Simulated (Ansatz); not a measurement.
## Sb on Ti(0001), hcp start, 2x2 cell: photoemission fingerprints

Wanted: core-level shifts and unfolded surface bands for Sb on Ti(0001), hcp start, 2x2 cell. Spin–orbit coupling is left out of the bands throughout.

Main program and level: Ansatz 0.2.0; DFT, PBE, plane-wave PAW, default files, scalar-relativistic.

This is a report of a sequence of runs, with most program output left out.

**1. The structure**

The cell holds 4 atoms: 4 Ti. Its edges and angles: a = 2.940 Å, b = 2.940 Å, c = 21.975 Å, α = 90.0°, β = 90.0°, γ = 60.0°. It derives from Ti. Vacuum lies along c.

Coordinates:

```cif
data_structure
_symmetry_space_group_name_H-M 'P 1'
_symmetry_Int_Tables_number 1
_cell_length_a 2.9400
_cell_length_b 2.9400
_cell_length_c 21.9750
_cell_angle_alpha 90.000
_cell_angle_beta 90.000
_cell_angle_gamma 60.000
_cell_volume 164.50
loop_
_atom_site_label
_atom_site_type_symbol
_atom_site_fract_x
_atom_site_fract_y
_atom_site_fract_z
_atom_site_occupancy
Ti1 Ti 0.00000 0.00000 0.65870 1
Ti2 Ti 0.66667 0.66667 0.55290 1
Ti3 Ti 0.00000 0.00000 0.44710 1
Ti4 Ti 0.66667 0.66667 0.34130 1
```

**2. The clean face**

The clean face is the reference for what the added atoms change.

File input.yaml:

```yaml
crystal:
  lattice:
    - [2.94, 0.0, 0.0]
    - [1.47, 2.5461146871, 0.0]
    - [0.0, 0.0, 21.975]
  atoms:
    - { symbol: Ti, position: [0.0, 0.0, 0.658703072] }
    - { symbol: Ti, position: [0.666666667, 0.666666667, 0.552901024] }
    - { symbol: Ti, position: [0.0, 0.0, 0.447098976] }
    - { symbol: Ti, position: [0.666666667, 0.666666667, 0.341296928] }
kpoints:
  mp_grid: { grid: [18, 18, 1] }
scf:
  occupations: { method: fermi_dirac, width: 0.05 }
  n_extra_bands: 12
hamiltonian:
  xc: pbe
  pseudopotentials: { kind: paw }
output:
  forces: true
  write_potential: true
  volumetric_format: []
  dos:
    projected: true
    de: 0.05
    e_range: [-30, 12]
    method: { smearing: { sigma: 0.1, scheme: gaussian } }
efield:
  axis: 3
  dipole_correction: true
relax:
  f_tol: 0.03
  max_steps: 50
  constraints: [{ sites: [2, 3] }]
```

On the command line:

```
ansatz run input.yaml --threads 8 --pin off --max-ram 20480MiB --backend cpu --events-out ev --progress --plain --runs-dir out
```

The job ended after 13 s (8 threads of Arm Neoverse V1, shared host; peak memory 0.64 GiB; 93 s of CPU time).

Step by step:

| step | energy less that of the first step (eV) | largest force component (eV/Å) |
| --- | --- | --- |
| 1 | 0.0000 | 0.7012 |
| 2 | -0.0381 | 0.4815 |
| 3 | -0.0563 | 0.0084 |
| 4 | -0.0564 | 0.0066 |
| 5 | -0.0564 | 0.0051 |

Forces are held to the 6 operations that the run works with; a distortion that breaks them can't arise in this run.

The atoms that moved most (Å):

| atom | dx | dy | dz | length |
| --- | --- | --- | --- | --- |
| Ti2 | 0.000 | 0.000 | 0.088 | 0.088 |
| Ti1 | 0.000 | 0.000 | -0.076 | 0.076 |

The relaxed structure:

```xyz
4
Lattice="2.9400 0.0000 0.0000 1.4700 2.5461 0.0000 0.0000 0.0000 21.9750" Properties=species:S:1:pos:R:3
Ti    0.0000    0.0000   14.3992
Ti    2.9400    1.6974   12.2376
Ti    0.0000    0.0000    9.8250
Ti    2.9400    1.6974    7.5000
```

Numbers from this step:

| Item | Value |
| --- | --- |
| free energy | -9996.7993 eV |
| energy at zero smearing | -9996.7661 eV |
| smearing term TS | 0.06625 eV |
| Fermi energy | 3.239 eV |
| symmetry operations | 6 |
| zero of energy | Fermi level |
| share of occupied states in no projected shell | 0.0327 of the occupied states in the window |
| DOS at the Fermi level | 8.185 states/eV/cell |
| work function, upper face | 4.405 eV |
| work function, lower face | 4.484 eV |

The DOS has structure finer than the step of the table below, so its rows give means over 0.5 eV, whole bins alone (the curve runs from -7.47 to 1.93 eV). Peaks (eV: height): total -1.68: 5.19, -0.78: 9.94, 0.82: 11.3; Ti 3d -1.68: 4.40, -0.78: 8.59, 0.82: 10.4, 1.23: 8.98; Ti 4s -4.28: 0.864, -3.08: 1.14, -2.58: 1.54, -2.27: 1.28; Ti 4p* -0.78: 0.538, 0.33: 0.686, 1.12: 0.568, 1.43: 0.414.

* holds the states left over by the projection beside any projected weight of its own. Table of DOS by E, zero at the Fermi level; means over each step; values in states/eV/cell:

| E (eV) | total | Ti 3d | Ti 4s | Ti 4p* |
| --- | --- | --- | --- | --- |
| -6.5 | 0 | 0 | 0 | 0 |
| -6.0 | 0.0242 | 5.5e-5 | 0.0239 | 2.5e-4 |
| -5.5 | 0.247 | 0.00113 | 0.242 | 0.00348 |
| -5.0 | 0.341 | 0.00626 | 0.328 | 0.00722 |
| -4.5 | 0.595 | 0.0243 | 0.556 | 0.0153 |
| -4.0 | 0.679 | 0.0523 | 0.607 | 0.0202 |
| -3.5 | 0.988 | 0.162 | 0.796 | 0.0302 |
| -3.0 | 1.42 | 0.414 | 0.961 | 0.0429 |
| -2.5 | 3.01 | 1.70 | 1.23 | 0.0745 |
| -2.0 | 4.67 | 3.54 | 1.01 | 0.127 |
| -1.5 | 4.37 | 3.83 | 0.401 | 0.140 |
| -1.0 | 6.42 | 5.78 | 0.355 | 0.291 |
| -0.5 | 5.68 | 4.89 | 0.485 | 0.304 |
| 0.0 | 7.60 | 6.52 | 0.541 | 0.546 |
| 0.5 | 8.76 | 7.83 | 0.351 | 0.578 |
| 1.0 | 9.71 | 8.84 | 0.348 | 0.517 |
| 1.5 | 5.17 | 4.70 | 0.167 | 0.305 |

This run's widths, added to any smearing of the DOS itself: Gaussian 0.3 eV, Lorentzian 0.2 eV plus 0.03 an eV of depth. Table of intensity by binding energy, zero at the Fermi level; values in % of the maximum within 13 eV:

| binding energy (eV) | 21.2 eV | 60 eV | 1486.7 eV | 5950 eV | 9251.7 eV |
| --- | --- | --- | --- | --- | --- |
| -1.25 | 1.72 | 1.74 | 2.08 | 1.52 | 1.47 |
| -1.00 | 2.33 | 2.35 | 2.75 | 1.95 | 1.87 |
| -0.75 | 3.42 | 3.46 | 3.94 | 2.67 | 2.55 |
| -0.50 | 6.00 | 6.07 | 6.70 | 4.30 | 4.09 |
| -0.25 | 16.3 | 16.5 | 17.6 | 10.6 | 9.96 |
| 0.00 | 49.5 | 50.2 | 52.9 | 31.3 | 29.4 |
| 0.25 | 71.9 | 73.4 | 77.0 | 46.0 | 43.4 |
| 0.50 | 79.6 | 80.1 | 83.0 | 47.1 | 44.1 |
| 0.75 | 98.4 | 98.2 | 99.1 | 52.3 | 48.5 |
| 1.00 | 90.5 | 91.7 | 86.6 | 41.3 | 37.9 |
| 1.25 | 75.1 | 76.3 | 72.6 | 36.3 | 33.5 |
| 1.50 | 65.3 | 65.6 | 71.6 | 46.0 | 43.9 |
| 1.75 | 63.5 | 63.5 | 81.7 | 65.7 | 63.9 |
| 2.00 | 57.7 | 58.0 | 89.8 | 86.7 | 85.4 |
| 2.25 | 45.8 | 46.1 | 88.3 | 98.0 | 97.4 |
| 2.50 | 31.9 | 31.9 | 79.9 | 99.8 | 99.8 |
| 2.75 | 20.0 | 19.8 | 67.8 | 92.8 | 93.2 |
| 3.00 | 12.3 | 12.1 | 57.6 | 84.3 | 84.9 |
| 3.25 | 8.39 | 8.16 | 50.8 | 77.3 | 78.0 |
| 3.50 | 5.95 | 5.73 | 44.2 | 68.7 | 69.4 |
| 3.75 | 4.30 | 4.09 | 38.4 | 60.8 | 61.4 |
| 4.00 | 3.16 | 2.96 | 33.1 | 53.1 | 53.6 |
| 4.25 | 2.55 | 2.36 | 31.3 | 50.6 | 51.2 |
| 4.50 | 2.06 | 1.88 | 27.8 | 45.3 | 45.8 |
| 4.75 | 1.65 | 1.50 | 23.8 | 38.9 | 39.3 |
| 5.00 | 1.28 | 1.15 | 18.4 | 30.0 | 30.4 |
| 5.25 | 1.04 | 0.934 | 15.2 | 24.9 | 25.2 |
| 5.50 | 0.856 | 0.773 | 12.5 | 20.4 | 20.6 |
| 5.75 | 0.668 | 0.613 | 8.31 | 13.5 | 13.6 |
| 6.00 | 0.501 | 0.476 | 4.31 | 6.80 | 6.87 |
| 6.25 | 0.406 | 0.394 | 2.42 | 3.68 | 3.71 |
| 6.50 | 0.349 | 0.342 | 1.67 | 2.46 | 2.47 |
| 6.75 | 0.309 | 0.304 | 1.29 | 1.84 | 1.85 |
| 7.00 | 0.276 | 0.273 | 1.04 | 1.46 | 1.47 |
| 7.25 | 0.250 | 0.247 | 0.876 | 1.21 | 1.21 |

Maxima picked by a test of local sharpness, so broad peaks and shoulders can be missing; peaks within 0.45 eV of a curve's cut are left out. Valence peaks, by row:

| photon energy (eV) | binding energy (eV) | height (% of the maximum within 13 eV) | main shell | its share (%) |
| --- | --- | --- | --- | --- |
| 21.2 | 0.8 | 100 | Ti 3d | 99.08 |
| 60 | 0.8 | 100 | Ti 3d | 99.38 |
| 1487 | 2.1 | 90.91 | Ti 4s | 58.2 |
| 1487 | 0.75 | 100 | Ti 3d | 70.06 |
| 5950 | 2.5 | 100 | Ti 4s | 97.7 |
| 5950 | 0.75 | 52.82 | Ti 4s | 84.97 |
| 5950 | 0.3 | 46.51 | Ti 4s | 87.24 |
| 9252 | 2.5 | 100 | Ti 4s | 98.97 |
| 9252 | 0.75 | 49.04 | Ti 4s | 92.66 |
| 9252 | 0.3 | 43.81 | Ti 4s | 93.81 |

The planar mean, electrostatic potential oscillates, so the rows of the table below give means over windows of 1 Å about each position, cut where the curve ends. Its maxima inside the range that stand out by 2 % of the span (Å: eV): 8.6: -0.321, 11.0: -0.0502, 13.3: -1.41. Its minima: 7.5: -12.9, 9.8: -12.7, 12.2: -12.6, 14.4: -12.8.

From the Fermi level. The planar mean, electrostatic potential by z; means over each step:

| z (Å) | planar mean, electrostatic potential (eV) |
| --- | --- |
| 0 | 4.45 |
| 1 | 4.48 |
| 2 | 4.48 |
| 3 | 4.48 |
| 4 | 4.46 |
| 5 | 4.21 |
| 6 | 2.20 |
| 7 | -8.09 |
| 8 | -7.75 |
| 9 | -3.98 |
| 10 | -10.7 |
| 11 | -1.76 |
| 12 | -10.2 |
| 13 | -5.13 |
| 14 | -8.97 |
| 15 | -6.86 |
| 16 | 2.57 |
| 17 | 4.19 |
| 18 | 4.38 |
| 19 | 4.40 |
| 20 | 4.41 |
| 21 | 4.41 |

The spectra weight each projected shell by its atomic cross section (Dirac–Hartree–Slater) and angular factor, for linear light with the analyser at 0° from the polarisation. Broadening, on top of any smearing of the DOS itself: a Gaussian of 0.3 eV and a Lorentzian of 0.2 eV plus 0.03 times the binding energy (full widths), Fermi edge at 300 K. Each atom is damped by exp[−depth/(λ cos θ)], θ = 0° from the normal, λ from the universal curve. Curves are cut 10 eV under the photon energy, above any shell that the free atom's threshold puts out of reach, or at the lower edge of the window: 7.5 eV at 21.2 eV, 7.5 eV at 60 eV, 7.5 eV at 1486.7 eV, 7.5 eV at 5950 eV and 7.5 eV at 9251.7 eV. Dipole terms alone, which is rough above 3 keV; no background, satellites or final-state effects.

Share of each shell in the spectrum's area (%), by photon energy:

| shell | 21.2 eV | 60 eV | 1486.7 eV | 5950 eV | 9251.7 eV |
| --- | --- | --- | --- | --- | --- |
| Ti 4s | 2.5 | 1.9 | 56.2 | 95.3 | 97.8 |
| Ti 4p* | 0.2 | 0.1 | 1.8 | 0.8 | 0.5 |
| Ti 3d | 97.3 | 98.1 | 42.0 | 4.0 | 1.7 |

Cross sections used, in Mb an electron:

| shell | 21.2 eV | 60 eV | 1486.7 eV | 5950 eV | 9251.7 eV |
| --- | --- | --- | --- | --- | --- |
| Ti 4s | 0.081 | 0.043 | 2.3e-4 | 1.0e-5 | 3.3e-6 |
| Ti 4p* | 0.049 | 0.012 | 5.3e-5 | 7.8e-7 | 1.7e-7 |
| Ti 3d | 2.5 | 1.2 | 9.2e-5 | 3.0e-7 | 4.2e-8 |

At the Fermi level the DOS is 8.18 states/eV a cell, and on the broadened curves Ti 3d holds 85 % of the total there.

**3. Relaxing the atoms**

System of this step: Ti16Sb. The cell holds 17 atoms: 1 Sb and 16 Ti. Cell: a = 5.880 Å, b = 5.880 Å, c = 23.725 Å, α = 90.0°, β = 90.0°, γ = 60.0°. It derives from Ti. How the cell was made: adsorbate; added: Sb; site: hcp; coverage 0.25 monolayer; cell: 2x2; on one face. Regions: ad, 1 atom (1 Sb); L1, 4 atoms (4 Ti); L2, 4 atoms (4 Ti); L3, 4 atoms (4 Ti); rest, 4 atoms (4 Ti). Vacuum lies along c.

The cut or typed positions aren't at rest, and spectra shift with geometry, so the relaxation comes first. 8 atoms are held to stand for the bulk. A dipole correction cancels the field between unlike faces.

File input.yaml:

```yaml
crystal:
  lattice:
    - [5.88, 0.0, 0.0]
    - [2.94, 5.0922293743, 0.0]
    - [0.0, 0.0, 23.725]
  atoms:
    - { symbol: Sb, position: [0.335067821, 0.333333333, 0.683877766] }
    - { symbol: Ti, position: [0.0, 0.0, 0.610115911] }
    - { symbol: Ti, position: [0.5, 0.0, 0.610115911] }
    - { symbol: Ti, position: [0.0, 0.5, 0.610115911] }
    - { symbol: Ti, position: [0.5, 0.5, 0.610115911] }
    - { symbol: Ti, position: [0.833333333, 0.333333333, 0.512118019] }
    - { symbol: Ti, position: [0.333333333, 0.333333333, 0.512118019] }
    - { symbol: Ti, position: [0.833333333, 0.833333333, 0.512118019] }
    - { symbol: Ti, position: [0.333333333, 0.833333333, 0.512118019] }
    - { symbol: Ti, position: [0.0, 0.0, 0.414120126] }
    - { symbol: Ti, position: [0.5, 0.0, 0.414120126] }
    - { symbol: Ti, position: [0.0, 0.5, 0.414120126] }
    - { symbol: Ti, position: [0.5, 0.5, 0.414120126] }
    - { symbol: Ti, position: [0.833333333, 0.333333333, 0.316122234] }
    - { symbol: Ti, position: [0.333333333, 0.333333333, 0.316122234] }
    - { symbol: Ti, position: [0.833333333, 0.833333333, 0.316122234] }
    - { symbol: Ti, position: [0.333333333, 0.833333333, 0.316122234] }
kpoints:
  mp_grid: { grid: [6, 6, 1] }
scf:
  occupations: { method: fermi_dirac, width: 0.05 }
  n_extra_bands: 14
hamiltonian:
  xc: pbe
  pseudopotentials: { kind: paw }
output:
  forces: true
  write_potential: true
  volumetric_format: []
efield:
  axis: 3
  dipole_correction: true
relax:
  f_tol: 0.03
  max_steps: 45
  constraints: [{ sites: [9, 10, 11, 12, 13, 14, 15, 16] }]
```

Run time: 2.2 min. Hardware: 8 threads; peak memory 3.5 GiB; 17 min of CPU time.

Relaxation path:

| step | energy less that of the first step (eV) | largest force component (eV/Å) |
| --- | --- | --- |
| 1 | 0.0000 | 6.5308 |
| 2 | -1.2107 | 1.6768 |
| 3 | -1.3996 | 0.2230 |
| 4 | -1.4114 | 0.0678 |
| 5 | -1.4128 | 0.0154 |

The atoms that moved most (Å):

| atom | dx | dy | dz | length |
| --- | --- | --- | --- | --- |
| Sb1 | -0.006 | 0.000 | 0.389 | 0.389 |
| Ti2 | 0.000 | 0.000 | 0.108 | 0.108 |
| Ti8 | 0.040 | 0.023 | 0.094 | 0.105 |
| Ti6 | 0.001 | -0.047 | 0.094 | 0.105 |
| Ti9 | -0.040 | 0.024 | 0.093 | 0.104 |
| Ti5 | -0.019 | -0.011 | -0.086 | 0.089 |
| Ti3 | 0.000 | 0.023 | -0.085 | 0.088 |
| Ti4 | 0.020 | -0.012 | -0.084 | 0.087 |

Numbers from this step:

```
free energy               : -46473.4428 eV
energy at zero smearing   : -46473.3242 eV
smearing term TS          : 0.2374 eV
Fermi energy              : 3.161 eV
symmetry operations       : 1
work function, upper face : 4.715 eV
work function, lower face : 4.447 eV
```

The relaxation ends 83 meV an atom lower, with a largest force component of 0.015 eV/Å on the free atoms. Between step 2 and this run (17 atoms) the value for the work function, upper face moves from 4.41 eV to 4.71 eV (+7 %).

(Continued in part 2 of 3.)

[Logs are printed without paths, hosts, clocks, repeated set-up lines and the standing remarks that a program may print on its own settings, such as how far it seeks lower states.]

[Hosts, paths, dates, database ids (printed as entryN), source tags and the programs' standing remarks are cut or masked in the printed files.]

[Maps of the electrostatic potential energy from Ansatz leave out the sawtooth potential of an applied field or a dipole correction, so their vacuum need not be flat; work functions include it.]
